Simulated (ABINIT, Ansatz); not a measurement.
# How the form of the self-energy moves the gap of K2H4Pt (I4/mmm)

Wanted: the gap of K2H4Pt (I4/mmm) under several approximations, with cost.

Program: ABINIT 10.8.3. Level of theory: PBEsol and many-body steps on it, plane waves. Results are calculated unless marked as measured.

**1. The starting structure**

It takes space group I4/mmm (No. 139, tetragonal). Conventional cell: a = 5.749 Å, b = 5.749 Å, c = 7.722 Å, α = 90.00°, β = 90.00°, γ = 90.00°. K has 8 H at 2.83 Å nearest. H has 1 Pt at 1.65 Å and 2 H at 2.33 Å and 4 K at 2.83 Å nearest. Pt has 4 H at 1.65 Å nearest. Farther neighbours are not listed.

The cell and positions are those that the Materials Project relaxed with its own functionals (PBE, PBE+U or r2SCAN), kept fixed. Spin-orbit coupling is left out unless a step names it.

**2. Empty states on the mesh, 2×2×2 mesh, 249 bands**

This step: ABINIT 10.8.3; DFT, PBEsol, plane waves, norm-conserving pseudopotentials.

The sums over transitions need many empty states on a uniform mesh; this step solves for them.

Input file run.abi:

```
acell 3*1.0 Angstrom
rprim 
  -2.874560180000 2.874560180000 3.861188830000
  2.874560180000 -2.874560180000 3.861188830000
  2.874560180000 2.874560180000 -3.861188830000
ntypat 3
znucl 19 1 78
natom 7
typat 1 1 2 2 2 2 3
xred 
  0.250000000000 0.750000000000 0.500000000000
  0.750000000000 0.250000000000 0.500000000000
  0.202788050000 0.797211950000 0.000000000000
  0.202788050000 0.202788050000 0.405576100000
  0.797211950000 0.202788050000 0.000000000000
  0.797211950000 0.797211950000 0.594423900000
  0.000000000000 0.000000000000 0.000000000000
pp_dirpath "pseudos"
pseudos "K.upf, H.upf, Pt.upf"
ecut 38
ngkpt 2 2 2
nshiftk 1
shiftk 0 0 0
kptopt 1
chksymbreak 0
iscf -2
irdden 1
istwfk *1
nband 249
nbdbuf 22
tolwfr 1e-09
nstep 60
prtvol 0
indata_prefix "in"
outdata_prefix "out"
tmpdata_prefix "tmp"
```

Command:

```bash
$ OMP_NUM_THREADS=1 mpirun -n 4 abinit run.abi > log
```

Numbers of over 12 decimals in the logs are rounded to 6 here.

The program printed:

```text
.Version 10.8.3 of ABINIT. v10.8.2 released Aug 2026.

 Symmetries : space group I4/m m m (#139); Bravais tI (body-center tetrag.)
[... echo of the input left out ...]
== DATASET  1 ==================================================================
-   mpi_nproc: 4, omp_nthreads: 1 (-1 if OMP is not activated)

--- !DatasetInfo
iteration_state: {dtset: 1, }
dimensions: {natom: 7, nkpt: 4, mband: 249, nsppol: 1, nspinor: 1, nspden: 1, mpw: 9692, }
cutoff_energies: {ecut:  38.0, pawecutdg:  -1.0, }
[...]
2.88962    2.88962    2.91826    2.92319    2.92362    2.92362    2.93617    2.93617
   2.94049    2.94049    2.94241    2.97721    2.97764    2.98260    2.98525    2.99793
   3.01494
 prteigrs : prtvol=0 or 1, do not print more k-points.

== END DATASET(S) ==============================================================
================================================================================

 -outvars: echo values of variables after computation  --------
            nband         249
             nkpt           4
          spgroup         139
 [... the other variables as echoed above ...]

 Calculation completed.
```

It took 2.7 min on 4 MPI ranks of Intel Xeon Platinum 8488C (Sapphire Rapids), shared host; peak memory 0.54 GiB.

Numbers from this step:

- gap: 2.606 eV
- k of the valence top: 0.5, 0.5, 0
- k of the conduction bottom: 0.5, 0.5, 0.5
- least direct gap: 2.625 eV
- k points computed: 4
- lowest point of the top converged band, above the valence top: 73.9856 eV

On this mesh the gap is 2.606 eV.

The density comes from a self-consistent run that is not shown.

**3. Screening, 2×2×2 mesh, 104 bands, screening to 114.3 eV**

The RPA dielectric matrix is built and inverted for each q.

This step: RPA screening on PBEsol, plane waves, norm-conserving pseudopotentials.

run.abi, as its differences from that of step 2:

```diff
@@ -25,10 +25,11 @@
 chksymbreak 0
-iscf -2
-irdden 1
 istwfk *1
-nband 249
-nbdbuf 22
-tolwfr 1e-09
-nstep 60
-prtvol 0
+occopt 1
+irdwfk 1
+optdriver 3
+nband 104
+ecuteps 4.2
+inclvkb 2
+awtr 1
+symchi 1
 indata_prefix "in"
```

The program printed:

```text
.Version 10.8.3 of ABINIT. v10.8.2 released Aug 2026.

 Symmetries : space group I4/m m m (#139); Bravais tI (body-center tetrag.)
[... echo of the input left out ...]
== DATASET  1 ==================================================================
-   mpi_nproc: 4, omp_nthreads: 1 (-1 if OMP is not activated)

--- !DatasetInfo
iteration_state: {dtset: 1, }
dimensions: {natom: 7, nkpt: 4, mband: 104, nsppol: 1, nspinor: 1, nspden: 1, mpw: 9692, }
cutoff_energies: {ecut:  38.0, pawecutdg:  -1.0, }
electrons: {nelect:   4.00000000E+01, charge:   0.00000000E+00, occopt:   1.00000000E+00, tsmear:   1.00000000E-02, }

 SCREENING: Calculation of the susceptibility and dielectric matrices

 Based on a program developped by R.W. Godby, V. Olevano, G. Onida, and L. Reining.
 Incorporated in ABINIT by V. Olevano, G.-M. Rignanese, and M. Torrent.
.Using double precision arithmetic ; gwpc =  8

[... cell and pseudopotentials left out ...]
--------------------------------------------------------------------------------

 ==== K-mesh for the wavefunctions ====
 Number of points in the irreducible wedge :     4
[... list of points left out ...]
 Together with 16 symmetry operations and time-reversal symmetry
 yields     8 points in the full Brillouin Zone.

 ==== Q-mesh for the screening function ====
 Number of points in the irreducible wedge :     4
[... list of points left out ...]
 Together with 16 symmetry operations and time-reversal symmetry
 yields     8 points in the full Brillouin Zone.

 setmesh: FFT mesh size selected  =    45x   45x   45
          total number of points  =        91125

 vcoul_init : cutoff-mode = AUXILIARY_FUNCTION
 q-points for optical limit:   1
     1)      0.000010    0.000020    0.000030

- screening: taking advantage of time-reversal symmetry
- Maximum band index for partially occupied states nbvw = 20
- Remaining bands to be divided among processors   nbcw = 84
- Number of bands treated by each node ~21

 Number of electrons calculated from density =   40.0000; Expected =   40.0000
 average of density, n =  0.046445
 r_s =    1.7258
 omega_plasma =   20.7886 [eV]

 calculating chi0 at frequencies [eV] :
  1    0.000000E+00    0.000000E+00
  2    0.000000E+00    2.078861E+01

--------------------------------------------------------------------------------
  q-point number  1        q = ( 0.000000, 0.000000, 0.000000) [r.l.u.]
--------------------------------------------------------------------------------
[... chi0 elements left out ...]
 For q-point:  0.000010 0.000020 0.000030
  dielectric constant =   2.8154
  dielectric constant without local fields =   3.6549

  Average fulfillment of the sum rule on Im[epsilon] for q-point    1 :     54.76  [%]
[... wings left out ...]
  q-point number  2        q = ( 0.500000, 0.000000, 0.000000) [r.l.u.]
--------------------------------------------------------------------------------
[... chi0 elements left out ...]
  Average fulfillment of the sum rule on Im[epsilon] for q-point    2 :     61.96  [%]

 [... 2 further q-points ...]
```

The job ended after 29 s (4 MPI ranks; peak memory 1.8 GiB).

This step gave:

- ε∞ with local fields, on this mesh, along the program's q direction: 2.815
- the same without local fields: 3.655
- plasma frequency: 20.79 eV
- plane waves in the screening matrix: 339

Local fields lower ε∞ by 23 %. On a Γ-centred mesh this coarse the value itself is usually too large, while a short band sum pulls it down.

**4. G0W0, Godby-Needs plasmon pole**

The self-energy is evaluated for the states that the input lists, and the levels follow from it, in one-shot runs by the linearised quasiparticle equation.

This step: G0W0 on PBEsol, plane waves, norm-conserving pseudopotentials.

run.abi, as its differences from that of step 3:

```diff
@@ -28,8 +28,19 @@
 irdwfk 1
-optdriver 3
+optdriver 4
 nband 104
+gwcalctyp 0
+ecutsigx 38
+symsigma 1
+nkptgw 3
+kptgw 
+  0.5000000000 0.5000000000 0.0000000000
+  0.5000000000 0.5000000000 0.5000000000
+  0.0000000000 0.0000000000 0.0000000000
+bdgw 
+  19 22
+  18 22
+  18 22
 ecuteps 4.2
-inclvkb 2
-awtr 1
-symchi 1
+irdscr 1
+ppmodel 1
 indata_prefix "in"
```

The program printed:

```text
.Version 10.8.3 of ABINIT. v10.8.2 released Aug 2026.

 Symmetries : space group I4/m m m (#139); Bravais tI (body-center tetrag.)
[... echo of the input left out ...]
== DATASET  1 ==================================================================
-   mpi_nproc: 4, omp_nthreads: 1 (-1 if OMP is not activated)

--- !DatasetInfo
iteration_state: {dtset: 1, }
dimensions: {natom: 7, nkpt: 4, mband: 104, nsppol: 1, nspinor: 1, nspden: 1, mpw: 9692, }
cutoff_energies: {ecut:  38.0, pawecutdg:  -1.0, }
electrons: {nelect:   4.00000000E+01, charge:   0.00000000E+00, occopt:   1.00000000E+00, tsmear:   1.00000000E-02, }

 SIGMA: Calculation of the GW corrections

 Based on a program developped by R.W. Godby, V. Olevano, G. Onida, and L. Reining.
 Incorporated in ABINIT by V. Olevano, G.-M. Rignanese, and M. Torrent.
.Using double precision arithmetic ; gwpc =  8

[... cell and pseudopotentials left out ...]
--------------------------------------------------------------------------------

 ==== K-mesh for the wavefunctions ====
 Number of points in the irreducible wedge :     4
[... list of points left out ...]
 Together with 16 symmetry operations and time-reversal symmetry
 yields     8 points in the full Brillouin Zone.

 ==== Q-mesh for screening function ====
 Number of points in the irreducible wedge :     4
[... list of points left out ...]
 Together with 16 symmetry operations and time-reversal symmetry
 yields     8 points in the full Brillouin Zone.

 vcoul_init : cutoff-mode = AUXILIARY_FUNCTION
 q-points for optical limit:   1
     1)      0.000010    0.000020    0.000030
 setmesh: FFT mesh size selected  =    72x   72x   72
          total number of points  =       373248

 Number of electrons calculated from density =   40.0000; Expected =   40.0000
 average of density, n =  0.046445
 r_s =    1.7258
 omega_plasma =   20.7886 [eV]

 === KS Band Gaps ===
  >>>> For spin  1
   Minimum direct gap =   2.6251 [eV], located at k-point      :   0.5000  0.5000  0.5000
   Fundamental gap    =   2.6060 [eV], Top of valence bands at :   0.5000  0.5000  0.0000
                                       Bottom of conduction at :   0.5000  0.5000  0.5000
 SIGMA fundamental parameters:
 PLASMON POLE MODEL  1
 number of plane-waves for SigmaX                 9657
 number of plane-waves for SigmaC and W            339
 number of plane-waves for wavefunctions          9657
 number of bands                                   104
 number of independent spin polarizations            1
 number of spinorial components                      1
 number of k-points in IBZ                           4
 number of q-points in IBZ                           4
 number of symmetry operations                      16
 number of k-points in BZ                            8
 number of q-points in BZ                            8
 number of frequencies for dSigma/dE                 9
 frequency step for dSigma/dE [eV]                0.25
 number of omega for Sigma on real axis              0
 max omega for Sigma on real axis  [eV]           0.00
 zcut for avoiding poles [eV]                     0.10

 EPSILON^-1 parameters (SCR file):
 dimension of the eps^-1 matrix on file            339
 dimension of the eps^-1 matrix used               339
 number of plane-waves for wavefunctions          9657
 number of bands                                   104
 number of q-points in IBZ                           4
 number of frequencies                               2
 number of real frequencies                          1
 number of imag frequencies                          1

 matrix elements of self-energy operator (all in [eV])

 Perturbative Calculation

--- !SelfEnergy_ee
iteration_state: {dtset: 1, }
kpoint     : [   0.500,    0.500,    0.000, ]
spin       : 1
KS_gap     :    3.641
QP_gap     :    5.441
Delta_QP_KS:    1.800
data: !SigmaeeData |
     Band     E0 <VxcDFT>   SigX SigC(E0)      Z dSigC/dE  Sig(E)    E-E0       E
       19   0.814 -19.621 -23.952   3.892   0.787  -0.271 -19.966  -0.345   0.470
       20   1.111 -17.314 -20.766   2.818   0.798  -0.253 -17.820  -0.506   0.605
       21   4.752 -10.342  -6.670  -2.153   0.852  -0.174  -9.048   1.294   6.046
       22   5.795  -8.415  -4.471  -2.504   0.855  -0.170  -7.184   1.230   7.026

--- !SelfEnergy_ee
iteration_state: {dtset: 1, }
kpoint     : [   0.500,    0.500,    0.500, ]
spin       : 1
KS_gap     :    2.625
QP_gap     :    4.185
Delta_QP_KS:    1.559
data: !SigmaeeData |
     Band     E0 <VxcDFT>   SigX SigC(E0)      Z dSigC/dE  Sig(E)    E-E0       E
       18   0.819 -19.638 -23.972   3.898   0.787  -0.271 -19.981  -0.343   0.476
       19   0.819 -19.638 -23.972   3.898   0.787  -0.271 -19.981  -0.343   0.476
[...]
--- !SelfEnergy_ee
iteration_state: {dtset: 1, }
kpoint     : [   0.000,    0.000,    0.000, ]
spin       : 1
KS_gap     :    4.989
QP_gap     :    6.983
Delta_QP_KS:    1.994
data: !SigmaeeData |
     Band     E0 <VxcDFT>   SigX SigC(E0)      Z dSigC/dE  Sig(E)    E-E0       E
[...]
20   0.797 -17.067 -20.605   2.892   0.792  -0.263 -17.579  -0.512   0.285
       21   5.785  -8.441  -4.168  -2.530   0.851  -0.176  -6.958   1.482   7.268
       22   6.309  -7.737  -3.708  -2.757   0.861  -0.161  -6.642   1.095   7.404

== END DATASET(S) ==============================================================
================================================================================

 -outvars: echo values of variables after computation  --------
           etotal      0.0000000000E+00
            nband         104
             nkpt           4
          spgroup         139
 [... the other variables as echoed above ...]

 Calculation completed.
```

Wall time 15 s (4 MPI ranks); peak memory 1.7 GiB; 58 s of CPU time.

Numbers from this step:

```yaml
g0w0_gap_on_the_points_computed: 4.164 eV
starting_gap_on_the_mesh: 2.606 eV
k_of_the_valence_top: 0.5, 0.5, 0
k_of_the_conduction_bottom: 0.5, 0.5, 0.5
z_at_the_valence_top: 0.798
z_at_the_conduction_bottom: 0.858
least_direct_g0w0_gap_on_the_computed_points: 4.185 eV
```

The gap on the mesh goes from 2.61 eV to 4.16 eV, a correction of +1.56 eV.

**5. G0W0, Hybertsen-Louie plasmon pole**

run.abi, as its differences from that of step 4:

```diff
@@ -44,3 +44,3 @@
 irdscr 1
-ppmodel 1
+ppmodel 2
 indata_prefix "in"
```

The program printed:

```text
.Version 10.8.3 of ABINIT. v10.8.2 released Aug 2026.

 Symmetries : space group I4/m m m (#139); Bravais tI (body-center tetrag.)
[... echo of the input left out ...]
== DATASET  1 ==================================================================
-   mpi_nproc: 4, omp_nthreads: 1 (-1 if OMP is not activated)

--- !DatasetInfo
iteration_state: {dtset: 1, }
dimensions: {natom: 7, nkpt: 4, mband: 104, nsppol: 1, nspinor: 1, nspden: 1, mpw: 9692, }
cutoff_energies: {ecut:  38.0, pawecutdg:  -1.0, }
electrons: {nelect:   4.00000000E+01, charge:   0.00000000E+00, occopt:   1.00000000E+00, tsmear:   1.00000000E-02, }

 SIGMA: Calculation of the GW corrections

 Based on a program developped by R.W. Godby, V. Olevano, G. Onida, and L. Reining.
 Incorporated in ABINIT by V. Olevano, G.-M. Rignanese, and M. Torrent.
.Using double precision arithmetic ; gwpc =  8

[... cell and pseudopotentials left out ...]
--------------------------------------------------------------------------------

 ==== K-mesh for the wavefunctions ====
 Number of points in the irreducible wedge :     4
[... list of points left out ...]
 Together with 16 symmetry operations and time-reversal symmetry
 yields     8 points in the full Brillouin Zone.

 ==== Q-mesh for screening function ====
 Number of points in the irreducible wedge :     4
[... list of points left out ...]
 Together with 16 symmetry operations and time-reversal symmetry
 yields     8 points in the full Brillouin Zone.

 vcoul_init : cutoff-mode = AUXILIARY_FUNCTION
 q-points for optical limit:   1
     1)      0.000010    0.000020    0.000030
 setmesh: FFT mesh size selected  =    72x   72x   72
          total number of points  =       373248

 Number of electrons calculated from density =   40.0000; Expected =   40.0000
[...]
number of plane-waves for wavefunctions          9657
 number of bands                                   104
 number of q-points in IBZ                           4
 number of frequencies                               2
 number of real frequencies                          1
 number of imag frequencies                          1

 matrix elements of self-energy operator (all in [eV])

 Perturbative Calculation

--- !SelfEnergy_ee
iteration_state: {dtset: 1, }
kpoint     : [   0.500,    0.500,    0.000, ]
spin       : 1
KS_gap     :    3.641
QP_gap     :    5.650
Delta_QP_KS:    2.009
data: !SigmaeeData |
     Band     E0 <VxcDFT>   SigX SigC(E0)      Z dSigC/dE  Sig(E)    E-E0       E
       19   0.814 -19.621 -23.952   3.633   0.864  -0.157 -20.224  -0.603   0.212
       20   1.111 -17.314 -20.766   2.590   0.866  -0.154 -18.061  -0.747   0.364
       21   4.752 -10.342  -6.670  -2.257   0.892  -0.121  -9.080   1.262   6.014
[...]
--- !SelfEnergy_ee
iteration_state: {dtset: 1, }
kpoint     : [   0.500,    0.500,    0.500, ]
spin       : 1
KS_gap     :    2.625
QP_gap     :    4.251
Delta_QP_KS:    1.626
data: !SigmaeeData |
     Band     E0 <VxcDFT>   SigX SigC(E0)      Z dSigC/dE  Sig(E)    E-E0       E
[...]
--- !SelfEnergy_ee
iteration_state: {dtset: 1, }
kpoint     : [   0.000,    0.000,    0.000, ]
spin       : 1
KS_gap     :    4.989
QP_gap     :    7.085
Delta_QP_KS:    2.097
data: !SigmaeeData |
     Band     E0 <VxcDFT>   SigX SigC(E0)      Z dSigC/dE  Sig(E)    E-E0       E
[...]
21   5.785  -8.441  -4.168  -2.786   0.891  -0.123  -7.117   1.324   7.110
       22   6.309  -7.737  -3.708  -2.956   0.895  -0.117  -6.776   0.960   7.269

== END DATASET(S) ==============================================================
================================================================================

 -outvars: echo values of variables after computation  --------
           etotal      0.0000000000E+00
            nband         104
             nkpt           4
          spgroup         139
 [... the other variables as echoed above ...]

 Calculation completed.
```

Wall time 15 s (4 MPI ranks); peak memory 1.6 GiB.

Numbers from this step:

```
G0W0 gap on the points computed              : 4.218 eV
starting gap on the mesh                     : 2.606 eV
k of the valence top                         : 0.5, 0.5, 0
k of the conduction bottom                   : 0.5, 0.5, 0.5
Z at the valence top                         : 0.866
Z at the conduction bottom                   : 0.894
least direct G0W0 gap on the computed points : 4.251 eV
```

Against G0W0 in ABINIT (2×2×2 mesh, 104 bands, screening to 114.3 eV, Godby-Needs plasmon pole), the gap moves by +0.054 eV.

**6. G0W0, von der Linden-Horsch plasmon pole**

run.abi, as its differences from that of step 5:

```diff
@@ -44,3 +44,3 @@
 irdscr 1
-ppmodel 2
+ppmodel 3
 indata_prefix "in"
```

The program printed:

```text
.Version 10.8.3 of ABINIT. v10.8.2 released Aug 2026.

 Symmetries : space group I4/m m m (#139); Bravais tI (body-center tetrag.)
[... echo of the input left out ...]
== DATASET  1 ==================================================================
-   mpi_nproc: 4, omp_nthreads: 1 (-1 if OMP is not activated)

--- !DatasetInfo
iteration_state: {dtset: 1, }
dimensions: {natom: 7, nkpt: 4, mband: 104, nsppol: 1, nspinor: 1, nspden: 1, mpw: 9692, }
cutoff_energies: {ecut:  38.0, pawecutdg:  -1.0, }
[...]
Band     E0 <VxcDFT>   SigX SigC(E0)      Z dSigC/dE  Sig(E)    E-E0       E
[...]
21   5.785  -8.441  -4.168  -2.809   0.912  -0.096  -7.105   1.336   7.122
       22   6.309  -7.737  -3.708  -3.015   0.917  -0.091  -6.808   0.929   7.238

== END DATASET(S) ==============================================================
================================================================================

 -outvars: echo values of variables after computation  --------
           etotal      0.0000000000E+00
            nband         104
             nkpt           4
          spgroup         139
 [... the other variables as echoed above ...]

 Calculation completed.
```

The job ended after 11 s (4 MPI ranks; peak memory 1.5 GiB; 45 s of CPU time).

This step gave:

```yaml
g0w0_gap_on_the_points_computed: 4.203 eV
starting_gap_on_the_mesh: 2.606 eV
k_of_the_valence_top: 0.5, 0.5, 0
k_of_the_conduction_bottom: 0.5, 0.5, 0.5
least_direct_g0w0_gap_on_the_computed_points: 4.241 eV
```

Against G0W0 in ABINIT (2×2×2 mesh, 104 bands, screening to 114.3 eV, Godby-Needs plasmon pole), the gap moves by +0.039 eV.

[end of part 1 of 2]

[Paths, hosts, dates, memory and timing lines, banners, echoed tables and standing remarks are left out of the program output.]

[Logs are printed without paths, hosts, clocks, repeated set-up lines and the standing remarks that a program may print on its own settings, such as how far it seeks lower states.]

[Runs of the session that timed out or met a known fault of the program may be left out.]

[No measured gap is set beside runs whose start may be inverted or whose files or cutoffs have a known fault.]

[Hosts, paths, dates, database ids (printed as entryN), source tags and the programs' standing remarks are cut or masked in the printed files.]

[G0W0 gaps are taken among the corrected bands and points alone; a level outside them can change the order at an edge.]

[Where Ansatz stands beside ABINIT at settings called matched, ABINIT's density can come from a denser mesh and the files from another edition; pairs whose starting gaps differed by over 0.03 eV were left out, so agreement reads better than it is.]
